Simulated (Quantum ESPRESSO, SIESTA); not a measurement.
# Birch–Murnaghan line for rocksalt TaN, QE, PBEsol

Calculated with Quantum ESPRESSO 7.5: PBEsol; plane waves, GBRV 1.5 ultrasoft, 50/300 Ry; k-mesh 12×12×12. The volume is changed in steps from typed lattice constants. V0 = 10.47 Å³ an atom is where a Birch–Murnaghan fit to this level's pressures, the withheld one apart, crosses zero; rows within 2.5 % of V0 are left out, since F is ill-conditioned there. The typed cell is scaled evenly, with no relaxation, and each row is a single point.

| volume (Å³/atom) | pressure (GPa) |
| --- | --- |
| 9.9303 | ? |
| 10.146 | 12.06 |
| 10.794 | -10.23 |
| 11.01 | -16.14 |
| 11.226 | -21.42 |
| 11.441 | -26.12 |
| 11.657 | -30.33 |

Task: Fit the third-order Birch–Murnaghan equation to the rows given and extrapolate to the withheld row.

Worked fit:

Take the Eulerian strain f = ½[(V0/V)^(2/3) − 1] and the normalised pressure F = P / [3f(1 + 2f)^(5/2)]. The third-order Birch–Murnaghan equation is then the line F = B0 + (3/2)B0(B′ − 4) f, so u = f and v = F.

```
     u = f  v = F (GPa)
 0.0105887      360.271
-0.0100563      356.760
-0.0164854      354.882
-0.0227077      353.174
-0.0287061      351.620
-0.0345462      350.013
```

With n = 6: mean u = -0.0169855, mean v = 354.453, Σ(u − ū)² = 0.0012871, Σ(u − ū)(v − v̄) = 0.29512. Slope b = 0.29512 / 0.0012871 = 229.29; intercept a = v̄ − b ū = 358.35.

So B0 = 358.3 GPa and B′ = 4 + 2b/(3a) = 4.43. At the withheld volume f = 0.01796, F = 362.5 GPa, and P = 3f(1 + 2f)^(5/2) F.

Prediction at 9.9303: 21.33 GPa. The run gave 21.33 GPa, so the fit is low by 0.0042 GPa (0.020 % of the value).

A fit to this level's energies over the whole scan gives V0 = 10.481 Å³, B0 = 357.5 GPa and B′ = 4.46. Among the rows given, the largest miss of the fit is at 11.657, by 0.036 GPa (0.069 % of the range of the table).

Limits: The nuclei are static. The DFT runs use Fermi–Dirac occupations of width 0.1 eV, and energies are free energies. Rocksalt TaN is a high-temperature or thin-film form, not the ground state.

[Logs are printed without paths, hosts, clocks, repeated set-up lines and the standing remarks that a program may print on its own settings, such as how far it seeks lower states.]

[Hosts, paths, dates, database ids (printed as entryN), source tags and the programs' standing remarks are cut or masked in the printed files.]
